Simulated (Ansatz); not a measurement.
# KCl (Sylvite, Fm-3m): thermal expansion from first principles

How much does KCl (Sylvite) expand with temperature?

Experimental results on record:
- volume expansion coefficient 111.3 1e-6/K and heat capacity C_P per formula unit 51.7 J/mol/K near room temperature (given in “High-Throughput Prediction of Finite-Temperature Properties using the Quasi-Harmonic Approximation”, 2016, arXiv:1603.06924)
- volume expansion coefficient 114.9 1e-6/K near room temperature (given in “Descriptors for thermal expansion in solids”, 2017, arXiv:1701.03966)

Method: DFT LDA, scalar-relativistic, plane waves, PAW, in Ansatz 0.2.0.

**1. Set-up**

Symmetry: Fm-3m, No. 225, cubic system. The conventional cell has a = 6.293 Å, b = 6.293 Å, c = 6.293 Å, α = 90.00°, β = 90.00°, γ = 90.00°. Nearest to K lie 6 Cl at 3.15 Å. Cl has 6 K at 3.15 Å nearest. Farther neighbours and most contacts between anions are not listed.

**2. Probe on a coarse mesh**

Before spending time, one coarse run tells the gap and the pressure of the starting cell.

The input, input.yaml:

```yaml
crystal:
  lattice:
    - [0.0, 3.14647, 3.14647]
    - [3.14647, 0.0, 3.14647]
    - [3.14647, 3.14647, 0.0]
  atoms:
    - { symbol: K, position: [0.0, 0.0, 0.0] }
    - { symbol: Cl, position: [0.5, 0.5, 0.5] }
kpoints:
  mp_grid: { grid: [6, 6, 6] }
hamiltonian:
  xc: lda
scf:
  occupations: { method: gaussian, width: 0.1 }
output:
  forces: true
  stress: true
  eigenvalues: true
```

Command:

```
> ansatz run input.yaml --threads 4 --pin off --max-ram 16384MiB --backend cpu --events-out ev --progress --plain --runs-dir out
```

Numbers of over 12 decimals in the logs are rounded to 6 here.

Output:

```text
Engine: ansatz 0.2.0, aarch64-unknown-linux-gnu
Pseudopotentials: kind: paw
Pseudopotential: K, paw, valence charge 9, recommended cutoff 420 eV (normal), K.paw.azcp
Pseudopotential: Cl, paw, valence charge 7, recommended cutoff 420 eV (normal), Cl.paw.azcp
Functional definition: SPW92
  exchange = slater_x
  correlation = pw_c
Crystal: 2 atoms, lattice volume = 62.302 Å³
Basis set: ecut = 420 eV, 1243 PW (Γ)
Bands: 12, of which v1, the nominal top of the filled ones, is band 8 counted from 1 (7 counted from 0)
Symmetry: 48 space group operations
Space group: Fm-3m (ITA 225), of the structure as read, at distance tolerance 4.0e-5 Å
k-points: 16 of 216
Non-local potential: K, projectors of the file, l = 0: 3, l = 1: 2, l = 2: 2
Non-local potential: Cl, projectors of the file, l = 0: 2, l = 1: 2, l = 2: 2
PAW form: soft (Blöchl's): semilocal exchange-correlation on the pseudo side does not see the compensation charge
PAW frozen core: K, regenerated for the run's functional, and the local potential with it (the file was generated under x = pbe(κ = 0.804, μ = 0.219515), c = pbe(β = 0.066725))
PAW frozen core: Cl, regenerated for the run's functional, and the local potential with it (the file was generated under x = pbe(κ = 0.804, μ = 0.219515), c = pbe(β = 0.066725))
PAW one-centre angular grid: K, 110 points (default); XC on 64 Gauss nodes
PAW one-centre angular grid: Cl, 110 points (default); XC on 64 Gauss nodes
Initial density: superposition of atomic densities (neutral atoms: chi_scale 0, normalization atom), corrected by the library's trained network
Initial wavefunctions: pseudopotential atomic-orbital guess
Functional: x = slater, c = lda
SCF iter   1: F=—  HF=-2544.258324 eV  |F-HF|=—  |Δ(HF+E_count)|=         —  Δρ=6.14e-3  dr2=2.30e-2  ethr=1.77e-3  ⟨swp⟩=5.4  Hψ=1178  notcnv=0
preconditioner: auto → none  [insulator: Δε(μ)=4.622 eV  Ē_g=14.845 eV  σ=0.100 eV  W_gap=1.00  n_scr=14 (ndim 8)  ℏωp=17.6 eV  f_vac=0.081  D(μ)=0.00/eV (n_scr^D=0)  ε∞_Penn≈2.4]
SCF iter   2: F=—  HF=-2544.250398 eV  |F-HF|=—  |Δ(HF+E_count)|=   7.93e-3  Δρ=2.80e-3  dr2=2.13e-3  ethr=1.44e-4  ⟨swp⟩=2.2  Hψ=386  notcnv=0
SCF iter   3: F=—  HF=-2544.249746 eV  |F-HF|=—  |Δ(HF+E_count)|=   6.52e-4  Δρ=9.37e-4  dr2=3.14e-4  ethr=1.33e-5  ⟨swp⟩=2.3  Hψ=309  notcnv=0
SCF iter   4: F=—  HF=-2544.249649 eV  |F-HF|=—  |Δ(HF+E_count)|=   9.70e-5  Δρ=8.65e-5  dr2=3.86e-6  ethr=1.96e-6  ⟨swp⟩=2.2  Hψ=255  notcnv=0
SCF iter   5: F=—  HF=-2544.249649 eV  |F-HF|=—  |Δ(HF+E_count)|=   5.53e-8  Δρ=1.47e-5  dr2=3.34e-8  ethr=2.41e-8  ⟨swp⟩=2.8  Hψ=298  notcnv=0
SCF iter   6: F=-2544.249649 eV  HF=-2544.249649 eV  |F-HF|=3.82e-11  |Δ(HF+E_count)|=   9.01e-9  Δρ=8.98e-7  dr2=2.63e-10  ethr=2.09e-10  ⟨swp⟩=1.9  Hψ=643  notcnv=0
SCF 1 converged in 6 iterations: F = -2544.249649 eV  dr2 = 2.63e-10
  greatest PAW one-centre occupation: 0.985 electrons in one spin orbital (limit 2), on the K atom at site 0 (counted from 0), in its partial waves of l = 0
SCF converged after 6 iterations
Free energy (F): -2544.249649 eV
Harris-Foulkes:  -2544.249649 eV  (|F-HF|=3.82e-11)
Internal energy: -2544.249649 eV  (E = F + TS)
E sigma→0 (E₀):  -2544.249649 eV
Fermi energy:    2.959890 eV
--- Per-component energies (eV) ---
  E_band       = -134.551910
  E_kinetic    = 414.715583
  E_local      = -837.013784  (includes V_loc(G=0)·N_el)
  E_nonlocal   = 45.499935
  E_hartree    = 278.027148
  E_xc         = -238.994810
  E_vxc        = -285.129303  (∫ρ·V_xc dr)
  E_paw        = -1367.911162  (= ΣΔE_a)
  E_vpaw       = -28.678811  (= ΣTr[D̂ρ^β])
  E_aug_tail   = 0.000095  (compensation charges beyond the density's cutoff)
  E_ewald      = -839.020646
  E_core_change = 0.447992  (= ΣΔE_core)
  E_smearing   = -0.000000  (= −TS)
  E_closure    = 0.000000  (closes the sum)
  Σ components = -2544.249649   (vs F -2544.249649, Δ=0.00e0)
--- Forces (eV/Å), atoms counted from 1 ---
  atom   1  K     -0.00000000    -0.00000000    -0.00000000
  atom   2  Cl     0.00000000    -0.00000000    -0.00000000
  max |Σ_I F_I| component: 5.42e-30 eV/Å
--- Stress (GPa, compression-positive) ---
       -1.959901       0.000000      -0.000000
        0.000000      -1.959901       0.000000
        0.000000       0.000000      -1.959901
  P = ⅓ Tr σ = -1.9599 GPa (-19.599 kbar)
--- Band table (eV; the first three rows and the last of 16) ---
  k-point 0: bands = [... 4 lower, -9.9507, 0.5872, 0.5872, 0.5872, 5.3302, 8.6625, 8.6625, 8.6625]
  k-point 1: bands = [... 4 lower, -9.8851, 0.2438, 0.4957, 0.4957, 5.9868, 8.4661, 9.0096, 9.0096]
  k-point 2: bands = [... 4 lower, -9.7637, -0.3079, 0.3232, 0.3232, 7.2261, 8.5103, 9.9508, 9.9508]
  k-point 15: bands = [... 4 lower, -9.8966, -0.0203, 0.1370, 0.2064, 7.4866, 9.1483, 9.2925, 10.4674]
```

Wall time 0.82 s (4 threads of Arm Neoverse V2, shared host); peak memory 0.28 GiB; 1.4 s of CPU time.

Numbers from this step:

* pressure: -1.960 GPa
* gap on the k-mesh: 4.743 eV
* volume per atom: 31.15 Å³

The start is under -2.0 GPa at this level and looks like an insulator or semiconductor on this mesh.

**3. Finding the static equilibrium**

Phonons are second derivatives about a minimum, so cell and atoms are relaxed first, inside the symmetry of the start.

input.yaml, the sections that differ from step 2:

```yaml
scf:
  occupations: { method: gaussian, width: 0.02 }
relax:
  adjacent_minimum: "off"
  f_tol: 0.005
  max_steps: 80
  cell: { stress_tol: 0.05 }
# crystal, kpoints, hamiltonian, output: as in step 2
```

Output:

```text
[...]
Crystal: 2 atoms, lattice volume = 62.302 Å³
Basis set: ecut = 420 eV, 1243 PW (Γ)
Bands: 12, of which v1, the nominal top of the filled ones, is band 8 counted from 1 (7 counted from 0)
Symmetry: 48 space group operations
[...]
k-points: 16 of 216
[...]
SCF iter   1: F=—  HF=-2544.258325 eV  |F-HF|=—  |Δ(HF+E_count)|=         —  Δρ=6.14e-3  dr2=2.29e-2  ethr=1.77e-3  ⟨swp⟩=6.0  Hψ=1226  notcnv=0
[...]
SCF iter   6: F=-2544.249649 eV  HF=-2544.249649 eV  |F-HF|=1.57e-10  |Δ(HF+E_count)|=   1.00e-8  Δρ=1.13e-6  dr2=4.83e-10  ethr=1.86e-10  ⟨swp⟩=1.9  Hψ=613  notcnv=0
SCF 1 converged in 6 iterations: F = -2544.249649 eV  dr2 = 4.83e-10
[...]
relax step   1: F+E_penalty+E_count = -2544.24964890 eV  Δ(F+E_penalty+E_count) = +0.000e0 eV  max|allowed force component| = 3.497e-29 eV/Å  Δτ_max = 0.0000 Å  P = -1.960 GPa  Ω = 62.302 Å³  (6 SCF iters, dr2 threshold 1.00e-7 eV, accepted)
Crystal: 2 atoms, lattice volume = 58.814 Å³
Basis set: ecut = 420 eV, 1139 PW (Γ)
[...]
iter 1 solved again at ethr=1.74e-5 eV; its pass at ethr=3.10e-3 eV (dr2=2.78e-3 eV) is discarded
[...]
SCF iter   6: F=-2544.282822 eV  HF=-2544.282822 eV  |F-HF|=1.45e-9  |Δ(HF+E_count)|=   2.69e-8  Δρ=2.45e-6  dr2=3.75e-9  ethr=1.25e-9  ⟨swp⟩=5.0  Hψ=880  notcnv=0
SCF 2 converged in 6 iterations: F = -2544.282822 eV  dr2 = 3.75e-9
relax step   2: F+E_penalty+E_count = -2544.28282244 eV  Δ(F+E_penalty+E_count) = -3.317e-2 eV  max|allowed force component| = 4.700e-30 eV/Å  Δτ_max = 0.0000 Å  P = -1.022 GPa  Ω = 58.814 Å³  energy of the carried Pulay correction = +7.349e-5 eV  (6 SCF iters, dr2 threshold 2.00e-7 eV, accepted)
Crystal: 2 atoms, lattice volume = 55.433 Å³
Basis set: ecut = 420 eV, 1067 PW (Γ)
[...]
SCF iter   5: F=-2544.291432 eV  HF=-2544.291432 eV  |F-HF|=1.52e-8  |Δ(HF+E_count)|=   1.76e-7  Δρ=9.22e-6  dr2=2.64e-8  ethr=1.25e-9  ⟨swp⟩=5.1  Hψ=961  notcnv=0
SCF 3 converged in 5 iterations: F = -2544.291432 eV  dr2 = 2.64e-8
relax step   3: F+E_penalty+E_count = -2544.29143155 eV  Δ(F+E_penalty+E_count) = -8.609e-3 eV  max|allowed force component| = 4.733e-30 eV/Å  Δτ_max = 0.0000 Å  P = +0.293 GPa  Ω = 55.433 Å³  energy of the carried Pulay correction = +1.489e-4 eV  (5 SCF iters, dr2 threshold 2.00e-7 eV, accepted)
[...]
relax step   4: F+E_penalty+E_count = -2544.29200104 eV  Δ(F+E_penalty+E_count) = -5.695e-4 eV  max|allowed force component| = 2.314e-29 eV/Å  Δτ_max = 0.0000 Å  P = -0.028 GPa  Ω = 56.152 Å³  energy of the carried Pulay correction = +1.325e-4 eV  (4 SCF iters, dr2 threshold 2.00e-7 eV, accepted)
[...]
SCF iter   1: F=—  HF=-2544.291908 eV  |F-HF|=—  |Δ(HF+E_count)|=         —  Δρ=6.07e-5  dr2=2.78e-7  ethr=9.86e-7  ⟨swp⟩=2.7  Hψ=1668  notcnv=0
eigensolver tolerance schedule: the retry pair's looser diagonalisation over-reported the residual by 566.61 of it (diagonalisation noise at 0.22 of the residual, at the tolerance the schedule requests for it); recorded, not acted on — ethr = c·dr2/N_el stays at c = 1.0e-1
[...]
SCF iter   2: F=—  HF=-2544.291904 eV  |F-HF|=—  |Δ(HF+E_count)|=   4.50e-6  Δρ=2.94e-5  dr2=6.04e-8  ethr=1.74e-9  ⟨swp⟩=2.3  Hψ=300  notcnv=0
[...]
SCF iter   5: F=-2544.291904 eV  HF=-2544.291904 eV  |F-HF|=0.00e0  |Δ(HF+E_count)|=  4.55e-13  Δρ=1.10e-7  dr2=1.94e-12  ethr=1.00e-12  ⟨swp⟩=5.0  Hψ=704  notcnv=0
SCF 5 converged in 5 iterations: F = -2544.291904 eV  dr2 = 1.94e-12
relax step   5: F+E_penalty+E_count = -2544.29190392 eV  Δ(F+E_penalty+E_count) = +9.712e-5 eV  max|allowed force component| = 1.880e-29 eV/Å  Δτ_max = 0.0000 Å  P = -0.029 GPa  Ω = 56.152 Å³  stress off target by 2.92e-2 GPa  SCF on the basis re-selected at this cell (its energy is not comparable with the rows above)  (5 SCF iters)
basis re-selected at this cell: Δ(F+E_penalty+E_count) = +9.712e-5 eV, ΔP = -0.001 GPa vs the last step (what re-selecting the basis moved, of the pressure what is left beyond the Pulay correction that the steps carried, after the strain that the cell walked since its last selection, with what the two solves' SCF thresholds leave and, on support functions, any second-order correction that the steps lacked; it is no m [...]
SCF converged after 5 iterations
Free energy (F): -2544.291904 eV
[...]
Internal energy: -2544.291904 eV  (E = F + TS)
E sigma→0 (E₀):  -2544.291904 eV
Fermi energy:    3.887608 eV
[...]
--- Stress (GPa, compression-positive) ---
       -0.029233      -0.000000      -0.000000
       -0.000000      -0.029233      -0.000000
       -0.000000      -0.000000      -0.029233
  P = ⅓ Tr σ = -0.0292 GPa (-0.292 kbar)
--- Band table (eV; the first three rows and the last of 16) ---
  k-point 0: bands = [... 4 lower, -8.9809, 1.3339, 1.3339, 1.3339, 6.4412, 9.4325, 9.4325, 9.4325]
  k-point 1: bands = [... 4 lower, -8.8952, 0.9277, 1.2149, 1.2149, 7.1593, 9.2606, 9.8177, 9.8177]
  k-point 2: bands = [... 4 lower, -8.7364, 0.2780, 0.9935, 0.9935, 8.3746, 9.4992, 10.8678, 10.8678]
  k-point 15: bands = [... 4 lower, -8.9115, 0.6656, 0.7942, 0.9122, 8.2297, 10.1952, 10.5416, 11.6524]
--- Relaxed structure (4 steps of the walk, 4 accepted, 1 SCFs on fresh bases) ---
  F+E_penalty+E_count = -2544.29190392 eV   max|allowed force component| = 1.880e-29 eV/Å   (the final SCF, on the basis selected at the relaxed cell)
  cell:  # Å, volume = 56.1521 Å³
    - [0, 3.039335, 3.039335]
    - [3.039335, 0, 3.039335]
    - [3.039335, 3.039335, 0]
  atoms:
    - { symbol: K, position: [0, 0, 0] }
    - { symbol: Cl, position: [0.500000, 0.500000, 0.500000] }
```

It took 1.4 s on 4 threads; peak memory 0.29 GiB.

Step by step:

| step | energy less that of the first step (eV) | largest force component (eV/Å) | pressure (GPa) | volume (Å³) |
| --- | --- | --- | --- | --- |
| 1 | 0.0000 | 0.0000 | -1.96 | 62.30 |
| 2 | -0.0332 | 0.0000 | -1.02 | 58.81 |
| 3 | -0.0418 | 0.0000 | 0.29 | 55.43 |
| 4 | -0.0424 | 0.0000 | -0.03 | 56.15 |
| 5* | -0.0423 | 0.0000 | -0.03 | 56.15 |

Relaxation steps marked * repeat the geometry before them on a plane-wave basis chosen anew for their cell, so energy and pressure can jump there.

The run keeps the 48 symmetry operations that it works with, so distortions that break them were not tested.

| conventional cell, symmetrised | before | after | change |
| --- | --- | --- | --- |
| a (Å) | 6.293 | 6.079 | -3.4 % |
| b (Å) | 6.293 | 6.079 | -3.4 % |
| c (Å) | 6.293 | 6.079 | -3.4 % |
| volume (Å³/atom) | 31.15 | 28.08 | -9.9 % |

The relaxed structure:

```xyz
2
Lattice="0.0000 3.0393 3.0393 3.0393 0.0000 3.0393 3.0393 3.0393 0.0000" Properties=species:S:1:pos:R:3 pbc="T T T"
K     0.0000    0.0000    0.0000
Cl    3.0393    3.0393    3.0393
```

Numbers from this step:

```yaml
pressure: -0.02923 GPa
gap_on_the_k_mesh: 5.107 eV
volume_per_atom: 28.08 Å³
```

The relaxation ends with a pressure of -0.03 GPa.

(Part 1 of 5 ends here.)

[Logs are printed without paths, hosts, clocks, repeated set-up lines and the standing remarks that a program may print on its own settings, such as how far it seeks lower states.]

[Hosts, paths, dates, database ids (printed as entryN), source tags and the programs' standing remarks are cut or masked in the printed files.]

[A step with changed settings may run another functional than the one named; its input shows which.]
